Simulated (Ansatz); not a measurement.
# Photoemission of Si(111) with Cl on 25 % of the top atoms and H on the rest, part 3 of 3

Aim: core-level components, unfolded bands and work function of Si(111) with Cl on 25 % of the top atoms and H on the rest.

Ansatz 0.2.0; DFT, PBE, plane-wave PAW, scalar-relativistic; PAW set soft_1.

So far, gap on the k-mesh (eV): step 2 (relaxing the atoms) 1.11.

### Step 3. Layer-resolved bands, DOS and potential (continued)

Sums over each group's atoms; left-over states aren't shared out by site. Site centres, by row:

```csv
group,element,shell,occupied states,centre of occupied part (eV),centre up to the window's top (eV)
adsorbate,Cl,3s,1.87,-14.93,-14.25
adsorbate,Cl,3p,5.367,-3.741,-3.294
adsorbate,H,1s,3.044,-4.709,-2.582
layer 1,Si,3s,4.738,-8.155,-5.27
layer 1,Si,3p,10.5,-3.884,-1.245
layer 2,Si,3s,4.836,-7.854,-5
layer 2,Si,3p,11.12,-3.562,-1.183
layer 3,Si,3s,4.837,-7.863,-5.001
layer 3,Si,3p,11.03,-3.632,-1.196
middle,Si,3s,4.832,-7.871,-4.992
middle,Si,3p,11.03,-3.634,-1.193
other layers,Si,3s,9.523,-8.007,-5.158
other layers,Si,3p,21.88,-3.604,-1.173
other layers,H,1s,4.112,-5.042,-2.895
```

Window up to 4.6 eV. Shell moments, by row:

```csv
element,shell,occupied states an atom,centre of occupied part (eV),rms width of occupied part (eV),centre up to the window's top (eV),rms width up to the window's top (eV)
Cl,3s,1.87,-14.93,2.515,-14.25,4.224
Cl,3p,5.367,-3.741,1.619,-3.294,2.304
H,1s,1.022,-4.9,2.326,-2.761,4.18
Si,3s,1.199,-7.958,2.346,-5.095,5.258
Si,3p,2.731,-3.651,2.508,-1.194,3.942
```

The spectra weight each projected shell by its atomic cross section (Dirac–Hartree–Slater) and angular factor, for linear light with the analyser at 10° from the polarisation. Broadening, on top of any smearing of the DOS itself: a Gaussian of 0.1 eV and a Lorentzian of 0.2 eV plus 0 times the binding energy (full widths), Fermi edge at 300 K. Each atom is damped by exp[−depth/(λ cos θ)], θ = 60° from the normal, λ from the universal curve. Curves are cut 10 eV under the photon energy, above any shell that the free atom's threshold puts out of reach, or at the lower edge of the window: 11.2 eV at 21.2 eV, 17.6 eV at 60 eV, 17.6 eV at 1486.7 eV and 17.6 eV at 5950 eV. Dipole terms alone, which is rough above 3 keV; no background, satellites or final-state effects.

How the area divides among the shells (%):

```csv
shell,21.2 eV,60 eV,1486.7 eV,5950 eV
Cl 3s,0.0,12.1,14.8,17.5
Cl 3p,55.5,18.7,9.5,2.4
H 1s,29.2,9.2,0.1,0.0
Si 3s,6.0,23.3,60.4,76.3
Si 3p,9.4,36.7,15.2,3.8
```

Cross sections used, in Mb an electron:

```csv
shell,21.2 eV,60 eV,1486.7 eV,5950 eV
Cl 3s,-,0.20,0.0012,4.5e-5
Cl 3p,2.7,0.18,3.8e-4,4.0e-6
H 1s,1.9,0.092,3.0e-6,2.7e-8
Si 3s,0.13,0.15,5.3e-4,1.6e-5
Si 3p,0.15,0.13,8.8e-5,7.5e-7
```

Regions along c: top from 15.2 to 21.6 Å, middle from 9.9 to 14.8 Å, bottom from 3.0 to 9.5 Å.

States with weight above 0.08 nearest the zero at Γ of the zone, within the window kept, -7.4 to 4.9 eV (levels that the program groups as degenerate share a row):

```csv
E (eV),"weight, total","weight, top","weight, middle","weight, bottom"
-2.82,0.10,0.10,0.00,0.00
-1.25,0.96,0.17,0.53,0.21
-0.85,1.99,0.16,1.36,0.31
-0.44,1.98,0.44,0.40,0.79
0.00,1.99,0.32,0.92,0.55
1.85,0.91,0.11,0.56,0.16
2.19,0.94,0.21,0.25,0.34
2.54,0.96,0.11,0.55,0.24
3.10,1.98,0.29,1.11,0.42
3.14,0.10,0.07,0.02,0.00
```

The largest force component on a free atom is 0.012 eV/Å, so the atoms are at rest for these settings too.

### Step 4. Z+1 stand-in on atom 5

System of this step: Si23PH7Cl. The cell holds 32 atoms: 1 Cl, 7 H, 1 P and 23 Si. Its edges and angles: a = 7.679 Å, b = 7.679 Å, c = 24.594 Å, α = 90.0°, β = 90.0°, γ = 60.0°. It derives from Si. Regions: ad, 4 atoms (1 Cl and 3 H); L1, 4 atoms (1 P and 3 Si); L2, 4 atoms (4 Si); L3, 4 atoms (4 Si); mid, 4 atoms (4 Si); rest, 12 atoms (8 Si and 4 H). Vacuum lies along c.

An atom with a screened core hole acts much like the next element, so total energies with that element on different sites give core-level shifts.

input.yaml

```yaml
crystal:
  lattice:
    - [7.6791796437, 0.0, 0.0]
    - [3.8395898218, 6.6503646517, 0.0]
    - [0.0, 0.0, 24.5937769138]
  atoms:
    - { symbol: Cl, position: [0.0, 0.0, 0.7160774289] }
    - { symbol: H, position: [0.5004375858, -0.0008751717, 0.6933859994] }
    - { symbol: H, position: [-0.0008751717, 0.5004375858, 0.6933859994] }
    - { symbol: H, position: [0.5004375858, 0.5004375858, 0.6933859994] }
    - { symbol: P, position: [0.0, 0.0, 0.6305822164] }
    - { symbol: Si, position: [0.499745901, 0.000508198, 0.6323439879] }
    - { symbol: Si, position: [0.000508198, 0.499745901, 0.6323439879] }
    - { symbol: Si, position: [0.499745901, 0.499745901, 0.6323439879] }
    - { symbol: Si, position: [0.8324487306, 0.3351025389, 0.6004058421] }
    - { symbol: Si, position: [0.3333333333, 0.3333333333, 0.6006600009] }
    - { symbol: Si, position: [0.8324487306, 0.8324487306, 0.6004058421] }
    - { symbol: Si, position: [0.3351025389, 0.8324487306, 0.6004058421] }
    - { symbol: Si, position: [0.8334264774, 0.3331470453, 0.5042709267] }
    - { symbol: Si, position: [0.3333333333, 0.3333333333, 0.5045889224] }
    - { symbol: Si, position: [0.8334264774, 0.8334264774, 0.5042709267] }
    - { symbol: Si, position: [0.3331470453, 0.8334264774, 0.5042709267] }
    - { symbol: Si, position: [0.1667885491, 0.1667885491, 0.4718619269] }
    - { symbol: Si, position: [0.6664229018, 0.1667885491, 0.4718619269] }
    - { symbol: Si, position: [0.1667885491, 0.6664229018, 0.4718619269] }
    - { symbol: Si, position: [0.6666666667, 0.6666666667, 0.4718082452] }
    - { symbol: Si, position: [0.1666666667, 0.1666666667, 0.375857398] }
    - { symbol: Si, position: [0.6666666667, 0.1666666667, 0.375857398] }
    - { symbol: Si, position: [0.1666666667, 0.6666666667, 0.375857398] }
    - { symbol: Si, position: [0.6666666667, 0.6666666667, 0.375857398] }
    - { symbol: Si, position: [0.0, 0.0, 0.343989458] }
    - { symbol: Si, position: [0.5, 0.0, 0.343989458] }
    - { symbol: Si, position: [0.0, 0.5, 0.343989458] }
    - { symbol: Si, position: [0.5, 0.5, 0.343989458] }
    - { symbol: H, position: [0.0, 0.0, 0.284624847] }
    - { symbol: H, position: [0.5, 0.0, 0.284624847] }
    - { symbol: H, position: [0.0, 0.5, 0.284624847] }
    - { symbol: H, position: [0.5, 0.5, 0.284624847] }
kpoints:
  mp_grid: { grid: [3, 3, 1] }
scf:
  occupations: { method: fermi_dirac, width: 0.02 }
  n_extra_bands: 25
hamiltonian:
  xc: pbe
  pseudopotentials: { kind: paw, azcp: { folder: soft_1 } }
output:
  forces: true
  write_potential: true
  volumetric_format: []
efield:
  axis: 3
  dipole_correction: true
```

Run with:

```console
$ ansatz run input.yaml --threads 4 --pin off --max-ram 11264MiB --backend cpu --events-out ev --progress --plain --runs-dir out
```

Numbers of over 12 decimals in the logs are rounded to 6 here.

What it wrote:

```text
[...]
Crystal: 32 atoms, lattice volume = 1255.988 Å³
Basis set: ecut = 420 eV, 24521 PW (Γ), exchange–correlation on 108×108×360 points (8 copies of the dense FFT grid, shifted against one another)
Bands: 81, of which v1, the nominal top of the filled ones, is band 56 counted from 1 (55 counted from 0)
Symmetry: 6 space group operations
[...]
k-points: 3 of 9 (time reversal used)
[...]
SCF iter   1: F=—  HF=-16574.042855 eV  |F-HF|=—  |Δ(HF+E_count)|=         —  Δρ=3.74e-2  dr2=1.76e1  ethr=3.10e-3  p=0.000 e·Å  D=3.77e-7 V/Å  ΔV_dip=-0.00 eV  dr2_dipole=5.51e-1  V_vac-E_F(+/−)=5.49/5.49 eV  ⟨swp⟩=9.3  Hψ=1488  notcnv=0  defer=6
[...]
SCF iter  15: F=-16569.310655 eV  HF=-16569.310655 eV  |F-HF|=4.07e-10  |Δ(HF+E_count)|=   5.35e-8  Δρ=1.30e-6  dr2=4.92e-8  ethr=9.01e-11  p=-0.044 e·Å  D=-6.38e-3 V/Å  ΔV_dip=0.16 eV  dr2_dipole=2.61e-9  V_vac-E_F(+/−)=3.88/3.72 eV  ⟨swp⟩=11.3  Hψ=1735  notcnv=0
SCF 1 converged in 15 iterations: F = -16569.310655 eV  dr2 = 4.92e-8
[...]
SCF converged after 15 iterations
Free energy (F): -16569.310655 eV
[...]
Internal energy: -16569.286287 eV  (E = F + TS)
E sigma→0 (E₀):  -16569.298471 eV
Entropy (-TS):   -0.024368 eV (-0.762 meV/atom)
Fermi energy:    0.662575 eV
Dipole field:    D = -0.006357 V/Å  (p = -0.044125 e·Å, saw-weighted, corrected)
Work function:   Φ+ = 3.8778 eV   Φ− = 3.7215 eV
[...]
--- Forces (eV/Å), atoms counted from 1 ---
  atom   1  Cl     0.00000000     0.00000000     0.09011206
  atom   2  H      0.00000000    -0.01107418     0.01898476
  atom   3  H     -0.00959052     0.00553709     0.01898476
  atom   4  H      0.00959052     0.00553709     0.01898476
  atom   5  P     -0.00000000     0.00000000    -0.69311875
  atom   6  Si    -0.00000000     0.14060937     0.08925408
  atom   7  Si     0.12177129    -0.07030469     0.08925408
  atom   8  Si    -0.12177129    -0.07030469     0.08925408
  atom   9  Si    -0.00000000     0.10285768    -0.02645292
  atom  10  Si     0.00000000     0.00000000    -0.02185142
  atom  11  Si    -0.08907736    -0.05142884    -0.02645292
  atom  12  Si     0.08907736    -0.05142884    -0.02645292
  atom  13  Si     0.00000000    -0.17534320    -0.03293078
  atom  14  Si    -0.00000000     0.00000000    -0.08145067
  atom  15  Si     0.15185167     0.08767160    -0.03293078
  atom  16  Si    -0.15185167     0.08767160    -0.03293078
  atom  17  Si     0.00876832     0.00506239     0.09528557
  atom  18  Si    -0.00876832     0.00506239     0.09528557
  atom  19  Si     0.00000000    -0.01012478     0.09528557
  atom  20  Si     0.00000000     0.00000000     0.27472250
  atom  21  Si     0.00016161     0.00009330    -0.07613645
  atom  22  Si    -0.00016161     0.00009330    -0.07613645
  atom  23  Si     0.00000000    -0.00018661    -0.07613645
  atom  24  Si    -0.00000000     0.00000000    -0.19882374
  atom  25  Si     0.00000000     0.00000000     0.87463950
  atom  26  Si    -0.00000000     0.00147823     0.87753803
  atom  27  Si     0.00128019    -0.00073912     0.87753803
  atom  28  Si    -0.00128019    -0.00073912     0.87753803
  atom  29  H     -0.00000000    -0.00000000    -0.77198185
  atom  30  H      0.00000000    -0.00119730    -0.76962481
  atom  31  H     -0.00103689     0.00059865    -0.76962481
  atom  32  H      0.00103689     0.00059865    -0.76962481
  max |Σ_I F_I| component: 3.33e-8 eV/Å
--- Band table (eV) ---
  k-point 0: bands = [... 52 lower, -0.9471, -0.4027, -0.4027, 0.2300, 0.6510, 0.7033, 0.7033, 1.0529, ... 21 higher]
  k-point 1: bands = [... 52 lower, -1.5119, -1.3717, -0.8013, 0.6676, 0.8689, 1.2962, 1.6057, 1.6536, ... 21 higher]
  k-point 2: bands = [... 52 lower, -1.7035, -1.5982, -1.5625, 1.0105, 1.8016, 2.0683, 2.1707, 2.1940, ... 21 higher]
```

Elapsed: 60 s, on 4 threads of Intel Xeon at 2.50GHz (Skylake/Cascade Lake), shared host; peak memory 1.8 GiB.

This run has no spin polarisation although its electron count is odd.

This step gave:

```yaml
free_energy: -16569.3107 eV
energy_at_zero_smearing: -16569.2985 eV
smearing_term_ts: 0.02437 eV
fermi_energy: 0.6626 eV
```

### Step 5. Z+1 stand-in on atom 8

System of this step: Si23PH7Cl. The cell holds 32 atoms: 1 Cl, 7 H, 23 Si and 1 P. Cell: a = 7.679 Å, b = 7.679 Å, c = 24.594 Å, α = 90.0°, β = 90.0°, γ = 60.0°. It derives from Si. Regions: ad, 4 atoms (1 Cl and 3 H); L1, 4 atoms (3 Si and 1 P); L2, 4 atoms (4 Si); L3, 4 atoms (4 Si); mid, 4 atoms (4 Si); rest, 12 atoms (8 Si and 4 H). Vacuum lies along c.

The same swap on atom 8.

input.yaml: that of step 4 with these lines changed.

```diff
@@ -10,6 +10,6 @@
     - { symbol: H, position: [0.5004375858, 0.5004375858, 0.6933859994] }
-    - { symbol: P, position: [0.0, 0.0, 0.6305822164] }
+    - { symbol: Si, position: [0.0, 0.0, 0.6305822164] }
     - { symbol: Si, position: [0.499745901, 0.000508198, 0.6323439879] }
     - { symbol: Si, position: [0.000508198, 0.499745901, 0.6323439879] }
-    - { symbol: Si, position: [0.499745901, 0.499745901, 0.6323439879] }
+    - { symbol: P, position: [0.499745901, 0.499745901, 0.6323439879] }
     - { symbol: Si, position: [0.8324487306, 0.3351025389, 0.6004058421] }
```

What it wrote:

```text
[...]
Crystal: 32 atoms, lattice volume = 1255.988 Å³
Basis set: ecut = 420 eV, 24521 PW (Γ), exchange–correlation on 108×108×360 points (8 copies of the dense FFT grid, shifted against one another)
Bands: 81, of which v1, the nominal top of the filled ones, is band 56 counted from 1 (55 counted from 0)
Symmetry: 2 space group operations
[...]
k-point 1: bands = [... 52 lower, -1.4851, -1.3048, -0.7614, 0.7248, 1.1657, 1.4897, 1.5607, 1.6394, ... 21 higher]
  k-point 2: bands = [... 52 lower, -1.4607, -1.3332, -0.7631, 0.7032, 1.1830, 1.4748, 1.6201, 1.6609, ... 21 higher]
  k-point 3: bands = [... 52 lower, -1.6551, -1.5925, -1.5210, 1.6271, 1.7170, 1.9845, 2.1096, 2.2170, ... 21 higher]
[key lines of the parts left out:]
SCF converged after 14 iterations
Free energy (F): -16569.982342 eV
Fermi energy:    0.712763 eV
Dipole field:    D = -0.003135 V/Å  (p = -0.021759 e·Å, saw-weighted, corrected)
Work function:   Φ+ = 3.7796 eV   Φ− = 3.7025 eV
```

Wall time 61 s (4 threads); peak memory 2.1 GiB; 2.3 min of CPU time.

Numbers from this step:

| Quantity | Value |
| --- | --- |
| free energy | -16569.9823 eV |
| energy at zero smearing | -16569.9708 eV |
| smearing term TS | 0.02314 eV |
| Fermi energy | 0.7128 eV |
| symmetry operations | 2 |

### Step 6. Z+1 stand-in on atom 9

System of this step: Si23PH7Cl. The cell holds 32 atoms: 1 Cl, 7 H, 23 Si and 1 P. Cell: a = 7.679 Å, b = 7.679 Å, c = 24.594 Å, α = 90.0°, β = 90.0°, γ = 60.0°. It derives from Si. Regions: ad, 4 atoms (1 Cl and 3 H); L1, 4 atoms (4 Si); L2, 4 atoms (1 P and 3 Si); L3, 4 atoms (4 Si); mid, 4 atoms (4 Si); rest, 12 atoms (8 Si and 4 H). Vacuum lies along c.

The same swap on atom 9.

input.yaml: that of step 5 with these lines changed.

```diff
@@ -13,4 +13,4 @@
     - { symbol: Si, position: [0.000508198, 0.499745901, 0.6323439879] }
-    - { symbol: P, position: [0.499745901, 0.499745901, 0.6323439879] }
-    - { symbol: Si, position: [0.8324487306, 0.3351025389, 0.6004058421] }
+    - { symbol: Si, position: [0.499745901, 0.499745901, 0.6323439879] }
+    - { symbol: P, position: [0.8324487306, 0.3351025389, 0.6004058421] }
     - { symbol: Si, position: [0.3333333333, 0.3333333333, 0.6006600009] }
```

What it wrote:

```text
[...]
Crystal: 32 atoms, lattice volume = 1255.988 Å³
Basis set: ecut = 420 eV, 24521 PW (Γ), exchange–correlation on 108×108×360 points (8 copies of the dense FFT grid, shifted against one another)
Bands: 81, of which v1, the nominal top of the filled ones, is band 56 counted from 1 (55 counted from 0)
Symmetry: 2 space group operations
[...]
k-point 1: bands = [... 52 lower, -1.5044, -1.3481, -0.7840, 0.7083, 1.1417, 1.4149, 1.6314, 1.6405, ... 21 higher]
  k-point 2: bands = [... 52 lower, -1.4969, -1.3660, -0.7870, 0.7105, 1.2137, 1.4300, 1.4917, 1.6636, ... 21 higher]
  k-point 3: bands = [... 52 lower, -1.7619, -1.5808, -1.5611, 1.6083, 1.7641, 1.9306, 2.1256, 2.2088, ... 21 higher]
[key lines of the parts left out:]
SCF converged after 15 iterations
Free energy (F): -16570.148015 eV
Fermi energy:    0.702154 eV
Dipole field:    D = -0.008884 V/Å  (p = -0.061662 e·Å, saw-weighted, corrected)
Work function:   Φ+ = 3.8732 eV   Φ− = 3.6547 eV
```

Run time: 60 s. Hardware: 4 threads; peak memory 2.2 GiB; 2.3 min of CPU time.

This step gave:

```
free energy             : -16570.1480 eV
energy at zero smearing : -16570.1361 eV
smearing term TS        : 0.02382 eV
Fermi energy            : 0.7022 eV
```

### Step 7. Z+1 stand-in on atom 17

System of this step: Si23PH7Cl. The cell holds 32 atoms: 1 Cl, 7 H, 23 Si and 1 P. Its edges and angles: a = 7.679 Å, b = 7.679 Å, c = 24.594 Å, α = 90.0°, β = 90.0°, γ = 60.0°. It derives from Si. Regions: ad, 4 atoms (1 Cl and 3 H); L1, 4 atoms (4 Si); L2, 4 atoms (4 Si); L3, 4 atoms (4 Si); mid, 4 atoms (1 P and 3 Si); rest, 12 atoms (8 Si and 4 H). Vacuum lies along c.

The same swap on atom 17.

input.yaml: that of step 6 with these lines changed.

```diff
@@ -14,3 +14,3 @@
     - { symbol: Si, position: [0.499745901, 0.499745901, 0.6323439879] }
-    - { symbol: P, position: [0.8324487306, 0.3351025389, 0.6004058421] }
+    - { symbol: Si, position: [0.8324487306, 0.3351025389, 0.6004058421] }
     - { symbol: Si, position: [0.3333333333, 0.3333333333, 0.6006600009] }
@@ -22,3 +22,3 @@
     - { symbol: Si, position: [0.3331470453, 0.8334264774, 0.5042709267] }
-    - { symbol: Si, position: [0.1667885491, 0.1667885491, 0.4718619269] }
+    - { symbol: P, position: [0.1667885491, 0.1667885491, 0.4718619269] }
     - { symbol: Si, position: [0.6664229018, 0.1667885491, 0.4718619269] }
```

What it wrote:

```text
[...]
Crystal: 32 atoms, lattice volume = 1255.988 Å³
Basis set: ecut = 420 eV, 24521 PW (Γ), exchange–correlation on 108×108×360 points (8 copies of the dense FFT grid, shifted against one another)
Bands: 81, of which v1, the nominal top of the filled ones, is band 56 counted from 1 (55 counted from 0)
Symmetry: 2 space group operations
[...]
k-point 1: bands = [... 52 lower, -1.5637, -1.3569, -0.9103, 0.6189, 1.2269, 1.4090, 1.4489, 1.5697, ... 21 higher]
  k-point 2: bands = [... 52 lower, -1.5447, -1.3585, -0.9098, 0.6260, 1.1564, 1.4391, 1.5412, 1.5825, ... 21 higher]
  k-point 3: bands = [... 52 lower, -1.8211, -1.6490, -1.5965, 1.5943, 1.6145, 1.8547, 2.0015, 2.1282, ... 21 higher]
[key lines of the parts left out:]
SCF converged after 15 iterations
Free energy (F): -16570.142298 eV
Fermi energy:    0.619363 eV
Dipole field:    D = -0.025325 V/Å  (p = -0.175780 e·Å, saw-weighted, corrected)
Work function:   Φ+ = 4.1827 eV   Φ− = 3.5598 eV
```

Elapsed: 62 s, on 4 threads; peak memory 2.2 GiB; 2.4 min of CPU time.

This step gave:

```
free energy             : -16570.1423 eV
energy at zero smearing : -16570.1304 eV
smearing term TS        : 0.02383 eV
Fermi energy            : 0.6194 eV
```

### Step 8. Shifts from the Z+1 runs

An atom with a screened core hole acts like the next element, so the difference of two such total energies is the shift between the two sites; positive is more bound. Shifts count from the last listed atom of each element.

```csv
atom,region,replaced by,shell meant,free energy (eV),shift (eV)
Si5,layer 1,P,2p,-16569.311,+0.83
Si8,layer 1,P,2p,-16569.982,+0.16
Si9,layer 2,P,2p,-16570.148,-0.01
Si17,middle,P,2p,-16570.142,+0.00
```

The stand-in's nearest image is 7.7 Å away. The method gives no absolute levels and the same shift for every shell of an atom.

### Step 9. Results

```yaml
ionisation_potential: 5.20 eV (upper face; lower face 4.68 eV)
electron_affinity_kohn_sham: 4.10 eV (slab's lowest empty level against the upper vacuum)
si_core_shifts_among_the_listed_atoms_from_the_last_listed_one: -0.01 to +0.83 eV
```

The valence top of Si(111) with Cl on 25 % of the top atoms and H on the rest lies 5.20 eV (upper face; lower face 4.68 eV) below the vacuum and the lowest empty level 4.10 eV below the vacuum of the upper face. Only the strongest levels a point were stored, too few to count surface states. The upper face's value lies 0.53 eV above that of the hydrogen-covered lower face; the difference is the dipole step of the groups. Core shifts by the Z+1 route: Si -0.01 to +0.83 eV. Among the sites run, the most bound Si 2p level is that of Si5 (layer 1), bonded to 3 Si and 1 Cl; the least bound, 0.84 eV shallower, that of Si9 (layer 2), tied with Si17, bonded to 4 Si. That is the order that electronegative neighbours give as a rule, though screening of the hole enters too. With the next element in place the extra electron enters the lowest empty band of the cell, and its attraction to the stand-in enters the order. At 21.2 eV the valence spectrum has its highest listed peaks within 10.8 eV at 1.6 eV (Cl 3p), 2.2 eV (Cl 3p), 2.8 eV (Cl 3p), 3.5 eV (Cl 3p) and 6.5 eV (mixed, H 1s leading). At 1486.7 eV the valence spectrum has its highest listed peaks within 13 eV at 3.5 eV (mixed, Cl 3p leading), 6.5 eV (Si 3s), 8.2 eV (Si 3s), 8.9 eV (Si 3s) and 9.6 eV (Si 3s), and the deeper Cl 3s line at 15.7 eV is higher still. The shell named is the one with most of the intensity, cross sections included, not always the one with most states there. In the main run, from 1486.7 eV towards hard X-rays the Si 3s share grows by 16 points, as its cross section falls more slowly with photon energy than those of the shells it gains on. The spectra rest on a 3×3×1 mesh, so closely spaced maxima can be ripples of the mesh. The slab's own atoms span 7.1 Å, so bulk bands appear as a few quantum-well levels, and states of the two faces can mix. The affinity uses the Kohn–Sham gap, which is too small, so the true affinity is lower and the true ionisation potential usually higher.

[Logs are printed without paths, hosts, clocks, repeated set-up lines and the standing remarks that a program may print on its own settings, such as how far it seeks lower states.]

[Hosts, paths, dates, database ids (printed as entryN), source tags and the programs' standing remarks are cut or masked in the printed files.]

[Maps of the electrostatic potential energy from Ansatz leave out the sawtooth potential of an applied field or a dipole correction, so their vacuum need not be flat; work functions include it.]
